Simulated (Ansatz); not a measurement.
# Heat carried by phonons in GaN (P6_3mc), part 3 of 3

How well does the lattice of GaN conduct heat?

What experiment has found for this phase:
- thermal conductivity 210 W/m/K near room temperature (given in “Combining the AFLOW GIBBS and Elastic Libraries to efficiently and robustly screen thermo-mechanical properties of solids”, 2017, arXiv:1611.05714)

Ansatz 0.2.0; DFT r2SCAN, scalar-relativistic, plane waves, PAW; PAW set soft_1.

So far. Step 2 (Probe on a coarse mesh): The start is under 1.1 GPa at this level and looks like an insulator or semiconductor on this mesh. Step 4 (Relaxing to small residual forces and stress): The residual pressure is 0.0025 GPa, small enough for phonons. The relaxed cell has a = 3.183, c = 5.184 Å (conventional setting).

The database entry behind the starting cell differs from later determinations by our own check (about 0.3 % short, ideal inner coordinate), so it need not match the best structure at ambient conditions.

## (6) Third-order constants and the Boltzmann equation (continued)

Table of spectral kappa at 300 K by frequency; read off at these points; values in W/m/K/THz:

```
frequency (THz)  relaxation time (W/m/K/THz)  full solution (W/m/K/THz)
           0.25                            0                          0
           1.25                         25.1                       25.6
           1.75                         61.9                       62.7
           2.75                         34.0                       36.5
           3.25                         29.7                       32.4
           4.25                         24.1                       27.1
           4.75                         23.2                       25.6
           5.75                         35.9                       37.3
           6.25                         39.7                       41.0
           7.25                         9.66                       11.1
           7.75                         4.75                       6.17
           8.75                         4.02                       5.82
           9.25                         2.12                       2.77
          10.25                       0.0149                    0.00699
          10.75                            0                          0
          11.75                            0                          0
          12.25                            0                          0
          13.25                            0                          0
          13.75                            0                          0
          14.75                            0                          0
          15.25                            0                          0
          16.25                       0.0137                     0.0228
          16.75                        0.136                      0.152
          17.75                         1.67                       1.31
          18.25                         1.31                       1.13
          19.25                         1.38                       1.38
          19.75                        0.541                      0.445
          20.75                        0.463                     0.0521
          21.25                        0.119                    -0.0575
          22.25                       9.7e-5                    -7.3e-4
```

Relaxation-time solution. Table of share of κ carried by shorter paths by mean free path:

```
mean free path (nm)  100 K  300 K  800 K
               1.47      0      0  0.001
               2.15      0      0  0.003
               3.16      0      0  0.006
               4.64      0  0.001  0.013
               6.81      0  0.003  0.028
                 10      0  0.007   0.04
               14.7      0  0.014  0.057
               21.5      0  0.023  0.077
               31.6  0.001  0.031  0.124
               46.4  0.001   0.05  0.226
               68.1  0.002  0.085  0.337
                100  0.006  0.173  0.444
                147   0.02  0.307  0.532
                215  0.058  0.362  0.681
                316   0.09  0.461  0.797
                464  0.125  0.589  0.826
                681  0.164  0.634  0.877
               1000  0.183  0.716  0.955
               1470  0.225  0.741  0.955
               2150  0.269  0.822      1
               3160  0.339  0.872      1
               4640   0.39  0.935      1
               6810  0.505      1      1
              10000   0.57      1      1
              14700  0.673      1      1
              21500  0.836      1      1
              31600  0.889      1      1
              46400  0.944      1      1
              68100      1      1      1
```

300 K; a sample spread over frequency. Mode lifetimes, by row, the first 40 of 90 rows:

```
    q1      q2      q3  branch  frequency (THz)  rms speed (km/s)  three-phonon rate (1/ps)  isotope rate (1/ps)  lifetime (ps)  mean free path (nm)
     0  0.0588       0       1            0.769              4.46                   0.00179              8.14e-7            559                 2490
0.0588  0.0588  0.2222       1            2.207               3.8                   0.00408              1.13e-4            238                  906
     0  0.1765  0.2222       1            2.886              3.39                   0.00759              3.89e-4            125                  425
0.0588  0.0588  0.4444       1            3.323              2.85                    0.0119              7.89e-4           79.1                  225
0.0588  0.1176  0.3333       2            3.658              3.87                    0.0286              0.00135           33.4                  129
0.0588  0.2941  0.1111       1            3.955              2.42                    0.0201               0.0023           44.7                  108
0.0588  0.2353  0.3333       1            4.102              2.55                     0.034               0.0028           27.2                 69.5
0.1176  0.2353  0.1111       2            4.258              3.17                    0.0229              0.00409           37.1                  118
0.0588  0.2941  0.3333       1            4.384               1.9                    0.0423               0.0048           21.3                 40.3
0.1176  0.2941  0.3333       1            4.511              1.23                    0.0431              0.00561           20.5                 25.4
     0  0.3529  0.3333       2            4.645              1.68                    0.0366              0.00767           22.6                 37.9
0.1765  0.2941  0.4444       1            4.752              1.12                    0.0402               0.0171           17.5                 19.6
0.1765  0.2353       0       2            4.817              3.11                    0.0223               0.0097           31.3                 97.4
     0  0.2941  0.4444       2            4.889              1.98                    0.0208              0.00807           34.7                 68.5
0.1765  0.4118  0.4444       2            4.989               1.6                    0.0324                0.011           23.1                   37
     0  0.1765  0.4444       4            5.099              3.37                    0.0191               0.0102           34.1                  115
0.0588  0.2353  0.2222       3            5.197              2.11                    0.0198              0.00993           33.6                   71
0.0588  0.2353       0       3              5.3               2.1                    0.0183              0.00852           37.3                 78.2
0.1176  0.1765  0.4444       4            5.398              3.03                    0.0152               0.0117           37.1                  112
     0  0.3529  0.4444       4            5.493              2.69                    0.0153                0.012           36.6                 98.5
0.0588  0.3529  0.3333       3            5.631              1.65                    0.0142               0.0108           40.1                 66.1
0.1176  0.3529  0.3333       3            5.745              1.78                    0.0123               0.0107           43.5                 77.5
0.2353  0.3529  0.2222       2            5.879              2.62                    0.0108              0.00993           48.2                  126
     0  0.4118       0       3            6.017              1.08                   0.00752               0.0133           48.1                 52.1
0.0588  0.2353  0.3333       4            6.121              2.82                   0.00875               0.0113           49.8                  141
0.1765  0.2941  0.4444       4            6.266              2.62                   0.00611               0.0122           54.6                  143
     0  0.0588  0.4444       5            6.442              6.14                   0.00523               0.0173           44.5                  273
0.2353  0.2941  0.4444       3            6.558              2.36                    0.0066               0.0128           51.6                  122
     0  0.3529  0.2222       4            6.715              2.85                    0.0254               0.0112           27.4                 78.1
0.0588  0.4118  0.1111       4            6.892              2.05                    0.0518               0.0113           15.9                 32.6
0.2941  0.3529  0.4444       3            7.069              1.34                     0.066               0.0113           12.9                 17.4
     0  0.4118       0       4            7.241              1.21                     0.129              0.00863           7.25                 8.75
0.2941  0.2941       0       4            7.479              1.59                     0.223              0.00546           4.38                 6.97
0.1176  0.2941       0       5            8.033              3.51                    0.0749              0.00441           12.6                 44.3
     0  0.1765  0.3333       6            8.513              2.99                     0.121               0.0076           7.75                 23.2
0.1765  0.3529       0       5            8.701              1.84                    0.0991               0.0134           8.89                 16.4
0.1765  0.2353       0       6             8.95              0.36                     0.184               0.0197           4.92                 1.77
0.0588  0.2941       0       6            9.049              0.61                     0.186               0.0479           4.27                 2.62
0.0588  0.2941  0.1111       6            9.139              1.14                     0.202               0.0395           4.14                  4.7
0.1176  0.2941  0.4444       5            9.254              2.85                       0.1               0.0337           7.48                 21.3
```

Without the LO-TO term. Gamma linewidths, by row:

```
branch  frequency (cm⁻¹)  three-phonon rate (1/ps)  isotope rate (1/ps)  FWHM (cm⁻¹)
     4             142.5                    0.0187              0.00481        0.125
     5             142.5                    0.0187              0.00481        0.125
     6             335.3                     0.444              0.00553         2.38
     7             529.4                      1.23                    0         6.51
     8             552.7                     0.707              6.61e-4         3.76
     9             552.7                     0.707              6.61e-4         3.76
    10             562.5                     0.326               0.0111         1.79
    11             562.5                     0.326               0.0111         1.79
    12             695.5                    0.0635               0.0231         0.46
```

W/m/K, third of the trace; RTA populations with a boundary rate v/L added to each mode (Matthiessen's rule). Kappa by grain size, by row:

```
T (K)   bulk  10 nm  30 nm  100 nm  300 nm  1000 nm  10000 nm  100000 nm
  100    848  7.175  19.61   52.52   110.1    208.7     502.5      764.7
  300    232  12.63  29.44   62.98   104.6    151.2     212.4      229.5
  600  121.3  12.45  26.28   49.75   74.14    96.57     117.2      120.9
```

W/m/K, third of the trace; RTA populations with the isotope rates scaled. Kappa by mass disorder, by row:

```
T (K)  no isotopes  as typed  variance x 3  variance x 10  variance x 30
  100         1509       848         593.6          341.7          182.5
  300        344.2       232         177.5          124.1          80.95
  600        158.9     121.3         95.43          68.74          48.11
```

At 300 K the relaxation-time value is 232 W/(m K).

## (7) Summary of results

```
highest frequency                          : 738.1 cm⁻¹
Debye temperature from the second moment   : 878 K
κ at 300 K (relaxation time)               : 232 W/m/K
κ at 300 K (full solution)                 : 246.5 W/m/K
mean free path at half of κ                : 356 nm
share of κ above the three lowest branches : 0.293
```

**Reading.** The lattice of GaN conducts 246 W/(m K) at 300 K by r2SCAN (mean over directions, full solution). The full solution lies +6 % from the relaxation-time value at 300 K. Above 300 K the relaxation-time κ falls as T^-0.91, near the 1/T law of three-phonon scattering. Grains of 100 nm would keep 27 % of the bulk value at 300 K, and grains of 1 µm 65 %. Removing the natural isotope disorder raises κ at 300 K by 48 %. A measured thermal conductivity near room temperature is 210 W/m/K (arXiv:1611.05714); the calculated 246 W/m/K differs by +17 %. Four-phonon, defect and boundary scattering, which are left out, would lower the calculated value; thermal expansion is left out too. The sum rules changed one orbit of cubic constants by up to 33 %; by the manual a large change points to a short cutoff or, on a small and distant orbit, to noisy forces. The conductivities include the coherence part between close branches; the shares for grains, isotopes, branches and paths are of the relaxation-time populations alone. Cubic couplings among atoms farther apart than the pair cutoff are dropped, and neither the cutoff nor the q-mesh was shown to be converged here. The interpolation has no quadrupole term, so branches near the zone centre are less sure, since this crystal has sites that are not centres of inversion. The PAW files were made for PBE and are used here under another functional, for which the program regenerates the frozen cores.

[Logs are printed without paths, hosts, clocks, repeated set-up lines and the standing remarks that a program may print on its own settings, such as how far it seeks lower states.]

[Hosts, paths, dates, database ids (printed as entryN), source tags and the programs' standing remarks are cut or masked in the printed files.]

[A step with changed settings may run another functional than the one named; its input shows which.]
